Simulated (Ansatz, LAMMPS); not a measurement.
# Squeezing and shearing a frame of amorphous polystyrene (as short chains C42H46) from 500 K (176 atoms), part 2 of 3

How stiff is a frame of amorphous polystyrene (as short chains C42H46) from 500 K (176 atoms), and how do its levels respond to strain?

Ansatz 0.2.0; Kohn-Sham DFT, PBE+D4, PAW (set soft_2), plane waves.

The cell: 84 C and 92 H. The network of contacts between molecules at the start is that of the classical potential that made the cell. Sampling is at Γ alone.

So far. Step 2 (Single point at the start): The r.m.s. force at the start is 1.2 eV/Å. Step 3 (Cell and atoms relaxed): The relaxation converged after 28 steps, with a largest force component of 0.016 eV/Å.

### 4. Single point at the relaxed geometry

The electronic structure is read at the final geometry, in a run of its own.

The input, input.yaml:

```yaml
crystal:
  lattice:
    - [11.36796, -0.12569, 0.0156]
    - [-0.12569, 12.15251, 0.0678]
    - [0.0156, 0.0678, 12.72876]
  atoms:
    - { symbol: C, position: [0.49716, 0.02209, 0.51743] }
    - { symbol: C, position: [0.45656, 0.13826, 0.54096] }
    - { symbol: C, position: [0.33279, 0.14104, 0.5904] }
    - { symbol: C, position: [0.30517, 0.25217, 0.63635] }
    - { symbol: C, position: [0.26742, 0.26078, 0.74075] }
    - { symbol: C, position: [0.23659, 0.36159, 0.78314] }
    [... 164 atom lines left out ...]
    - { symbol: H, position: [0.04249, 0.15456, 0.05322] }
    - { symbol: H, position: [0.05349, 0.157, 0.85738] }
    - { symbol: H, position: [0.86948, 0.14495, 0.75267] }
    - { symbol: H, position: [0.55079, 0.00346, 0.91251] }
    - { symbol: H, position: [0.6308, 0.95283, 0.80382] }
    - { symbol: H, position: [0.49621, 0.02161, 0.78307] }
kpoints:
  mp_grid: { grid: [1, 1, 1] }
hamiltonian:
  xc: pbe
  dispersion: d4
scf:
  occupations: { method: gaussian, width: 0.025 }
output:
  forces: true
  stress: true
  populations: true
  dos:
    method: { smearing: { sigma: 0.1 } }
    de: 0.1
    projected: { site_lists: { C: [C], H: [H] } }
  eigenvalues: true
  write_density: true
  write_potential: true
  volumetric_format: npy
```

Run with:

```sh
> ansatz run input.yaml --threads 4 --pin off --max-ram 8192MiB --backend cpu --events-out ev --progress --plain --runs-dir out
```

Numbers of over 12 decimals in the logs are rounded to 6 here.

What it wrote:

```text
[...]
Crystal: 176 atoms, lattice volume = 1758.212 Å³
Basis set: ecut = 420 eV, 34391 PW (Γ), exchange–correlation on 160×180×180 points (8 copies of the dense FFT grid, shifted against one another)
Bands: 390, of which v1, the nominal top of the filled ones, is band 214 counted from 1 (213 counted from 0)
Symmetry: 1 space group operations
[...]
k-points: 1
[...]
SCF iter   1: F=—  HF=-22560.308134 eV  |F-HF|=—  |Δ(HF+E_count)|=         —  Δρ=3.18e-3  dr2=2.62e-1  ethr=1.77e-3  ⟨swp⟩=6.0  Hψ=1762  notcnv=0  defer=79
[...]
SCF iter   9: F=-22560.328652 eV  HF=-22560.328652 eV  |F-HF|=4.34e-8  |Δ(HF+E_count)|=  3.60e-10  Δρ=1.49e-6  dr2=6.33e-8  ethr=2.34e-11  ⟨swp⟩=19.0  Hψ=3318  notcnv=0
SCF 1 converged in 9 iterations: F = -22560.328652 eV  dr2 = 6.33e-8
[...]
WARN: The input density's exchange-correlation potential varies sharply where the density is thin. Do not read a vacuum level from v_tot or v_xc, or from such a field of the output density. On a cell that repeats whose density bears no net charge and no dipole along the vacuum's axis use v_es (v_loc + v_h of the components); [...]
SCF converged after 9 iterations
Free energy (F): -22560.328652 eV
[...]
Internal energy: -22560.328652 eV  (E = F + TS)
E sigma→0 (E₀):  -22560.328652 eV
Fermi energy:    1.778402 eV
[...]
--- Forces (eV/Å), atoms counted from 1 ---
  atom   1  C      0.00024159    -0.00199978     0.00371310
  atom   2  C      0.00361746    -0.00559178    -0.00230985
  atom   3  C     -0.00402408    -0.00352664    -0.00259984
  atom   4  C     -0.00182464     0.00305451     0.00271149
  atom   5  C     -0.00043816     0.00233521    -0.00076849
  atom   6  C     -0.00129572    -0.00005495     0.00188675
  atom   7  C      0.00369012    -0.00069451    -0.00681314
  atom   8  C      0.00001473    -0.00024475     0.00442964
  atom   9  C      0.00405947    -0.00011784    -0.00460454
  atom  10  C      0.01375105     0.00498319     0.00239078
  atom  11  C     -0.00329851    -0.00583849    -0.00251540
  atom  12  C     -0.00441516     0.00131039    -0.00383712
  atom  13  C     -0.00242337     0.00400917    -0.01054991
  atom  14  C      0.00186979    -0.00328504    -0.00400726
[...]
atom 175  H     -0.00016181    -0.00151339    -0.00021807
  atom 176  H     -0.00322628     0.00168536    -0.00120300
  max |Σ_I F_I| component: 4.81e-5 eV/Å
--- Stress (GPa, compression-positive) ---
       -0.013140       0.008908      -0.005060
        0.008907       0.024583      -0.001764
       -0.005060      -0.001764       0.012431
  P = ⅓ Tr σ = 0.0080 GPa (0.080 kbar)
--- Band table (eV) ---
[...]
--- Löwdin populations: 176 sites ---
  site symbol       q [e]
     0      C      4.4465
     1      C      4.2578
     2      C      4.0962
[...]
175      H      0.8276
  spilling = 0.011297 (of n_electrons = 428.000000)
```

It took 36 s on 4 threads of Arm Neoverse V1, shared host; peak memory 2.2 GiB.

The program notes that the exchange-correlation potential is rough where the density is thin.

Read from the output:

* free energy: -22560.3287 eV
* free energy per atom: -128.1837 eV/atom
* SCF cycles: 9
* pressure: 0.007958 GPa
* r.m.s. force component: 0.00403 eV/Å
* longest force: 0.02041 eV/Å
* Fermi energy: 1.778 eV
* gap (highest filled to lowest empty level): 3.932 eV
* spilling of the projection: 0.0113

Löwdin charges by element and coordination (they lack the spilled electrons, 0.027 e an atom on average):

```csv
element,coordination,atoms,mean charge (e),spread,least,most
C,all,84,-0.140,0.103,-0.457,0.0514
C,3,60,-0.105,0.0681,-0.153,0.0514
C,4,24,-0.226,0.124,-0.457,-0.0886
H,all,92,0.180,0.0114,0.152,0.201
```

States in the cell by windows of 1 eV, zero at the Fermi level; the larger projections on atomic orbitals stand beside the total:

```csv
from (eV),to (eV),total,C p,H s,C s
-10,-9,14.6,9.1,3.5,1.8
-9,-8,18.7,12.7,4.2,1.4
-8,-7,45.9,32.5,9.2,3.5
-7,-6,50.7,38.2,10.8,1.1
-6,-5,43.9,34.9,8.1,0.6
-5,-4,51.9,37.7,13.6,0.3
-4,-3,21.0,15.5,5.2,0.2
-3,-2,38.2,37.4,0.4,0.2
-2,-1,1.6,1.5,0.0,0.0
-1,1,0.0,0.0,0.0,0.0
1,2,1.6,1.4,0.0,0.0
2,3,40.3,35.0,1.6,0.7
3,4,13.4,2.0,5.0,1.7
4,5,26.3,4.0,9.0,3.2
```

Between -19 and -10 eV lie 142 more states.

The levels nearest the highest filled one (over half full), pooled over k-points and spins:

```csv
level less the highest filled one (eV),occupation
-0.411,2
-0.376,2
-0.342,2
-0.314,2
-0.169,2
0,2
3.93,0
4.04,0
4.08,0
4.09,0
4.14,0
4.16,0
```

Electrostatic potential energy in the ac plane at fractional y = 0.141, with atoms of C and H within 0.2 Å of it. With pseudopotentials it is smooth inside the atoms' cores, unlike the true potential.

Ten even steps from '_' (-55 eV) to '@' (5 eV), each cell a mean:
```
**@@@@@@@@@@@@@@@@@@@@@@@@@@@@@@@@@@@@@@@@@@##::..==%%@@%%##----
++%%@@@@@@@@@@@@@@@@@@@@@@@@@@@@@@@@@@@@@@@@%%++--**%%@@@@##--::
--**##@@@@@@@@@@@@@@@@@@@@@@@@@@@@@@@@@@%%%%##..__..******++..__
##++++@@@@@@@@@@@@@@@@@@@@@@@@@@@@@@%%++..::**++==++==____==****
@@@@@@@@@@@@@@@@@@@@@@@@@@@@@@@@@@@@%%==__..++%%@@%%**::--**@@@@
@@@@@@@@@@@@@@@@@@@@@@@@@@@@@@@@@@@@@@%%**==**@@@@@@%%==--%%@@@@
@@@@@@@@@@@@@@@@@@@@@@@@@@@@@@@@@@@@@@@@%%==**@@@@@@@@####@@@@@@
@@@@@@@@@@@@@@@@@@@@@@@@@@@@@@@@@@@@@@@@@@@@@@@@@@@@@@@@@@@@@@@@
@@@@@@@@@@@@@@@@@@##++**%%@@@@@@@@@@@@@@@@@@@@@@@@@@@@@@@@@@@@@@
@@@@%%****%%@@@@%%--____==%%**####%%@@@@@@@@@@@@@@@@@@@@@@@@@@@@
@@%%**..::##%%####**----**==____++%%@@@@@@@@@@@@@@@@@@@@####%%@@
######****%%**----##%%@@%%++..::**@@@@@@@@@@@@@@@@@@@@**..__--##
==++%%@@@@@@%%++++%%@@@@@@@@%%%%@@@@@@@@@@@@%%**##**++++....==**
##%%@@@@@@@@@@****@@@@@@@@@@@@@@@@@@@@@@@@@@%%++++..__--##%%%%%%
@@@@@@@@@@@@@@@@@@@@@@@@@@@@@@@@@@@@@@@@@@@@@@@@%%++==**@@@@@@@@
@@@@@@@@@@@@@@@@@@@@@@@@@@@@@@@@@@@@@@@@@@@@@@@@@@@@%%@@@@@@@@@@
@@@@@@@@@@@@@@@@@@%%%%@@@@@@@@@@@@@@@@@@@@@@@@@@@@@@@@@@@@@@@@@@
@@@@@@@@@@@@@@@@@@++**@@@@@@@@@@@@@@@@@@@@@@@@@@@@@@@@@@@@@@@@@@
@@@@@@@@@@@@@@@@@@%%%%@@@@@@@@@@@@@@@@@@@@@@@@@@@@@@@@@@@@@@@@@@
@@@@@@@@@@@@@@@@@@@@@@@@@@@@@@@@@@@@@@@@@@@@@@@@@@@@%%##@@@@@@@@
@@@@@@@@@@@@@@@@%%##%%@@@@@@@@@@@@@@@@@@@@@@@@@@@@@@**::##@@@@@@
@@%%@@@@@@@@@@%%++--**%%@@@@@@@@@@@@@@@@@@@@@@@@@@%%++--++%%@@@@
**--**@@@@@@@@@@%%##%%@@@@@@@@@@@@@@@@@@%%++######**..__..****++
==##@@@@@@@@@@@@@@@@@@@@@@@@@@@@@@@@@@@@%%****..__--++==++==____
```
Columns run along a (11.4 Å; values clipped at the 3rd and 97th percentile), rows up along c (12.7 Å). Atoms in or near the plane, at fractional coordinates: C at (0.46, 0.54), C at (0.33, 0.59), C at (0.91, 0.49), C at (0.81, 0.43), C at (0.64, 0.82), C at (0.76, 0.89), C at (0.75, 0.00), C at (0.85, 0.06), C at (0.96, 0.01), C at (0.97, 0.90), C at (0.87, 0.84), H at (0.67, 0.74), H at (0.67, 0.04), H at (0.85, 0.14) and more.

Valence density in the ac plane at fractional y = 0.141, with atoms of C and H within 0.2 Å of it. It is the smooth field of the valence electrons, not physical close to the nuclei.

Ten even steps from '0' (0.0 e/Å³) to '9' (1.9 e/Å³), each cell a mean:
```
51000000000000000000014896312489
52000000000000000000013796211489
86300000000000000011235899756899
55310000000000000136787767999864
01000000100000000125896212488421
00000000100000000002595100277300
00000000000000000000253000022100
00000000011100000000000000000000
00111000135521001000000000000000
01365211269964454200000000001100
12587534577778896200000000024421
34444457742225874100000001248875
65311137731001331000001445699887
33100014410000000000002689985323
11000000000000000000000135642000
00000000000000000000000012221000
00000000011000000000000000110000
00000000144100000000000000000000
00000000122100000000000000000000
00000000122100000000000000111000
00000001343100000000000001483100
11000013884200000000000012696211
66300002442100000000144346999755
84100000000000000000157899867999
```
Columns run along a (11.4 Å), rows up along c (12.7 Å). Atoms in or near the plane, at fractional coordinates: C at (0.46, 0.54), C at (0.33, 0.59), C at (0.91, 0.49), C at (0.81, 0.43), C at (0.64, 0.82), C at (0.76, 0.89), C at (0.75, 0.00), C at (0.85, 0.06), C at (0.96, 0.01), C at (0.97, 0.90), C at (0.87, 0.84), H at (0.67, 0.74), H at (0.67, 0.04), H at (0.85, 0.14) and more.

Between filled and empty levels lie 3.93 eV (at Γ alone); a semilocal functional tends to put such gaps too low. In a disordered cell it changes from sample to sample, and tail or defect levels can set it. Mean Löwdin charges: C -0.14, H +0.18 e (they miss 1.1 % of the electrons, so they add up to more than the cell's charge). The largest share in the top eV of filled states is C p (98 % of the projected weight), and in the lowest eV of empty states C p (94 % of the projected weight).

### 5. Volume -3 %

The relaxed cell is scaled evenly and the atoms are relaxed again; the stress at the end gives one point of P(V).

input.yaml, the sections that differ from step 4:

```yaml
crystal:
  lattice:
    - [11.25312, -0.12442, 0.01544]
    - [-0.12442, 12.02975, 0.06712]
    - [0.01544, 0.06712, 12.60018]
  atoms:
    [... the 176 atom lines of step 4 ...]
output:
  forces: true
  eigenvalues: true
  stress: true
relax:
  f_tol: 0.05
  max_steps: 70
# kpoints, hamiltonian, scf: as in step 4
```

What it wrote:

```text
Warning: output.stress: scf.convergence.dr2_threshold = 1e-7 eV (the SCF's general default) is looser than the 1.08e-8 eV advised for a printed stress (1e-10 eV for each atom of the cell: 176, of which 108 are counted). What an SCF threshold leaves in a stress goes as its square root, and in the free energy as the threshold itself, and one threshold admits the most on a small cell: [...]
[...]
Crystal: 176 atoms, lattice volume = 1705.465 Å³
Basis set: ecut = 420 eV, 33287 PW (Γ), exchange–correlation on 160×162×180 points (8 copies of the dense FFT grid, shifted against one another)
Bands: 390, of which v1, the nominal top of the filled ones, is band 214 counted from 1 (213 counted from 0)
Symmetry: 1 space group operations
[...]
k-points: 1
[...]
SCF iter   1: F=—  HF=-22559.683501 eV  |F-HF|=—  |Δ(HF+E_count)|=         —  Δρ=3.31e-3  dr2=2.66e-1  ethr=1.77e-3  ⟨swp⟩=6.0  Hψ=1769  notcnv=0  defer=75
[...]
SCF iter   6: F=-22559.703102 eV  HF=-22559.703111 eV  |F-HF|=8.85e-6  |Δ(HF+E_count)|=   1.16e-5  Δρ=2.76e-5  dr2=1.94e-5  ethr=1.46e-8  ⟨swp⟩=14.0  Hψ=2651  notcnv=0
SCF 1 converged in 6 iterations: F = -22559.703102 eV  dr2 = 1.94e-5
[...]
relax step   1: F+E_penalty+E_count = -22559.70310214 eV  Δ(F+E_penalty+E_count) = +0.000e0 eV  max|allowed force component| = 3.851e-1 eV/Å  Δτ_max = 0.0000 Å  (6 SCF iters, dr2 threshold 6.25e-5 eV, accepted)
[...]
relax step   2: F+E_penalty+E_count = -22560.23342429 eV  Δ(F+E_penalty+E_count) = -5.303e-1 eV  max|allowed force component| = 1.177e-1 eV/Å  Δτ_max = 0.0507 Å  (6 SCF iters, dr2 threshold 9.27e-6 eV, accepted)
[...]
relax step   3: F+E_penalty+E_count = -22560.28599625 eV  Δ(F+E_penalty+E_count) = -5.257e-2 eV  max|allowed force component| = 5.410e-2 eV/Å  Δτ_max = 0.0619 Å  (9 SCF iters, accepted)
relax step   4: F+E_penalty+E_count = -22560.13027252 eV  Δ(F+E_penalty+E_count) = +1.557e-1 eV  max|allowed force component| = 7.054e-1 eV/Å  Δτ_max = 0.2000 Å  (9 SCF iters, rejected (line search))
[...]
relax step   5: F+E_penalty+E_count = -22560.29107661 eV  Δ(F+E_penalty+E_count) = -5.080e-3 eV  max|allowed force component| = 2.227e-2 eV/Å  Δτ_max = 0.0449 Å  (8 SCF iters, accepted)
SCF converged after 8 iterations
Free energy (F): -22560.291077 eV
[...]
Internal energy: -22560.291077 eV  (E = F + TS)
E sigma→0 (E₀):  -22560.291077 eV
Fermi energy:    1.952099 eV
[...]
--- Forces (eV/Å), atoms counted from 1 ---
  atom   1  C      0.00080894     0.00080678     0.00116482
  atom   2  C      0.00526712    -0.00869764    -0.00466310
  atom   3  C     -0.01285240    -0.00119336    -0.00218188
  atom   4  C     -0.00338125     0.00922376     0.00000052
  atom   5  C     -0.00383401     0.00145259    -0.00246074
  atom   6  C      0.00255225     0.00152439    -0.00583402
  atom   7  C     -0.00227432    -0.00323293    -0.00504364
  atom   8  C      0.00027803    -0.00674887     0.00108637
  atom   9  C     -0.00027775    -0.00142405     0.00573118
  atom  10  C      0.00935890    -0.00420631     0.00466723
  atom  11  C     -0.00322546    -0.00749669     0.02227285
  atom  12  C     -0.00765732    -0.01703200    -0.01580226
  atom  13  C      0.00677330     0.00706184    -0.00555356
  atom  14  C      0.00170297    -0.00912722     0.00602824
[...]
atom 175  H     -0.00409440     0.00635245     0.00085271
  atom 176  H      0.00585172    -0.00009783     0.00604426
  max |Σ_I F_I| component: 3.93e-5 eV/Å
--- Stress (GPa, compression-positive) ---
        0.082931       0.036009      -0.021513
        0.036007       0.197530       0.013937
       -0.021513       0.013938       0.162983
  P = ⅓ Tr σ = 0.1478 GPa (1.478 kbar)
--- Band table (eV) ---
[...]
--- Relaxed structure (5 steps of the walk, 4 accepted, 0 SCFs on fresh bases) ---
  F+E_penalty+E_count = -22560.29107661 eV   max|allowed force component| = 2.227e-2 eV/Å
  atoms:
    - { symbol: C, position: [0.502269, 0.020204, 0.518896] }
    - { symbol: C, position: [0.461955, 0.138151, 0.541123] }
    - { symbol: C, position: [0.336678, 0.141825, 0.590365] }
    - { symbol: C, position: [0.307921, 0.254238, 0.635970] }
[...]
- { symbol: H, position: [0.493552, 0.018350, 0.781497] }
```

Wall time 2.4 min (4 threads); peak memory 2.1 GiB.

The program notes that the SCF threshold is loose for the stress.

The relaxation converged after 5 steps, 0.588 eV below its start, with a largest force component of 0.022 eV/Å.

Volume -3 %: the energy stands 0.0376 eV above that of the reference, at a pressure of 0.148 GPa.

### 6. Volume +3 %

The relaxed cell is scaled to another volume.

input.yaml, the sections that differ from step 5:

```yaml
crystal:
  lattice:
    - [11.48052, -0.12693, 0.01575]
    - [-0.12693, 12.27284, 0.06847]
    - [0.01575, 0.06847, 12.8548]
  atoms:
    [... the 176 atom lines of step 4 ...]
# kpoints, hamiltonian, scf, output, relax: as in step 5
```

What it wrote:

```text
[...]
Crystal: 176 atoms, lattice volume = 1810.959 Å³
Basis set: ecut = 420 eV, 35407 PW (Γ), exchange–correlation on 160×180×180 points (8 copies of the dense FFT grid, shifted against one another)
Bands: 390, of which v1, the nominal top of the filled ones, is band 214 counted from 1 (213 counted from 0)
Symmetry: 1 space group operations
[...]
k-points: 1
[...]
SCF iter   1: F=—  HF=-22559.745554 eV  |F-HF|=—  |Δ(HF+E_count)|=         —  Δρ=3.09e-3  dr2=2.60e-1  ethr=1.77e-3  ⟨swp⟩=6.0  Hψ=1751  notcnv=0  defer=75
[...]
SCF iter   5: F=—  HF=-22559.768077 eV  |F-HF|=—  |Δ(HF+E_count)|=   1.37e-4  Δρ=7.97e-5  dr2=1.82e-4  ethr=3.09e-7  ⟨swp⟩=2.0  Hψ=419  notcnv=0  defer=167
SCF iter   6: F=-22559.768045 eV  HF=-22559.768059 eV  |F-HF|=1.32e-5  |Δ(HF+E_count)|=   1.86e-5  Δρ=3.01e-5  dr2=2.46e-5  ethr=1.46e-8  ⟨swp⟩=14.0  Hψ=2655  notcnv=0
SCF 1 converged in 6 iterations: F = -22559.768045 eV  dr2 = 2.46e-5
[...]
relax step   1: F+E_penalty+E_count = -22559.76804550 eV  Δ(F+E_penalty+E_count) = +0.000e0 eV  max|allowed force component| = 3.588e-1 eV/Å  Δτ_max = 0.0000 Å  (6 SCF iters, dr2 threshold 6.25e-5 eV, accepted)
[...]
relax step   2: F+E_penalty+E_count = -22560.25497272 eV  Δ(F+E_penalty+E_count) = -4.869e-1 eV  max|allowed force component| = 1.095e-1 eV/Å  Δτ_max = 0.0572 Å  (6 SCF iters, dr2 threshold 8.04e-6 eV, accepted)
[...]
relax step   3: F+E_penalty+E_count = -22560.30119351 eV  Δ(F+E_penalty+E_count) = -4.622e-2 eV  max|allowed force component| = 5.981e-2 eV/Å  Δτ_max = 0.0519 Å  (8 SCF iters, accepted)
relax step   4: F+E_penalty+E_count = -22559.97807992 eV  Δ(F+E_penalty+E_count) = +3.231e-1 eV  max|allowed force component| = 1.247e0 eV/Å  Δτ_max = 0.1252 Å  (9 SCF iters, rejected (line search))
[...]
relax step   5: F+E_penalty+E_count = -22560.30497002 eV  Δ(F+E_penalty+E_count) = -3.777e-3 eV  max|allowed force component| = 3.204e-2 eV/Å  Δτ_max = 0.0420 Å  (9 SCF iters, accepted)
SCF converged after 9 iterations
Free energy (F): -22560.304970 eV
[...]
Internal energy: -22560.304970 eV  (E = F + TS)
E sigma→0 (E₀):  -22560.304970 eV
Fermi energy:    1.621097 eV
[...]
Σ components = -22560.304970   (vs F -22560.304970, Δ=0.00e0)
--- Forces (eV/Å), atoms counted from 1 ---
  atom   1  C     -0.00223102     0.00021317     0.00139084
  atom   2  C     -0.00167454    -0.00355825     0.00342118
  atom   3  C      0.00224896     0.00138751    -0.00339225
  atom   4  C     -0.00390535    -0.00782524    -0.00017735
[...]
atom 176  H     -0.00593735     0.00112046    -0.00484411
  max |Σ_I F_I| component: 3.32e-5 eV/Å
--- Stress (GPa, compression-positive) ---
       -0.115577       0.007639       0.020641
        0.007637      -0.090012      -0.007123
        0.020641      -0.007122      -0.051716
  P = ⅓ Tr σ = -0.0858 GPa (-0.858 kbar)
--- Band table (eV) ---
[...]
--- Relaxed structure (5 steps of the walk, 4 accepted, 0 SCFs on fresh bases) ---
  F+E_penalty+E_count = -22560.30497002 eV   max|allowed force component| = 3.204e-2 eV/Å
  atoms:
    - { symbol: C, position: [0.494446, 0.023608, 0.518780] }
    - { symbol: C, position: [0.453251, 0.138414, 0.541546] }
    - { symbol: C, position: [0.330601, 0.141147, 0.590482] }
    - { symbol: C, position: [0.304012, 0.251619, 0.635440] }
[...]
- { symbol: H, position: [0.498011, 0.026490, 0.785094] }
```

Elapsed: 2.4 min, on 4 threads; peak memory 2.2 GiB; 9.3 min of CPU time.

The relaxation converged after 5 steps, 0.537 eV below its start, with a largest force component of 0.032 eV/Å.

Volume +3 %: the energy stands 0.0237 eV above that of the reference, at a pressure of -0.0858 GPa.

### 7. Volume -6 %

The relaxed cell is scaled to another volume.

Input and log are left out; they have the form of those shown for this kind of step.

Wall time 2.3 min (4 threads of Arm Neoverse V1, shared host); peak memory 2 GiB; 9.1 min of CPU time.

The relaxation converged after 5 steps, 2.44 eV below its start, with a largest force component of 0.035 eV/Å.

Volume -6 %: the energy stands 0.141 eV above that of the reference, at a pressure of 0.385 GPa.

### 8. Volume +6 %

The relaxed cell is scaled to another volume.

Input and log are left out; they have the form of those shown for this kind of step.

Run time: 2.3 min. Hardware: 4 threads of Arm Neoverse V1, shared host; peak memory 2.2 GiB; 9.1 min of CPU time.

The relaxation converged after 5 steps, 2.06 eV below its start, with a largest force component of 0.040 eV/Å.

Volume +6 %: the energy stands 0.0889 eV above that of the reference, at a pressure of -0.256 GPa.

### 9. Volume -10 %

The relaxed cell is scaled to another volume.

Input and log are left out; they have the form of those shown for this kind of step.

Run time: 2.3 min. Hardware: 4 threads of Arm Neoverse V1, shared host; peak memory 2 GiB; 9 min of CPU time.

The relaxation converged after 5 steps, 7.18 eV below its start, with a largest force component of 0.048 eV/Å.

Volume -10 %: the energy stands 0.449 eV above that of the reference, at a pressure of 0.912 GPa.

(Part 2 of 3 ends here.)

[Logs are printed without paths, hosts, clocks, repeated set-up lines and the standing remarks that a program may print on its own settings, such as how far it seeks lower states.]

[Hosts, paths, dates, database ids (printed as entryN), source tags and the programs' standing remarks are cut or masked in the printed files.]
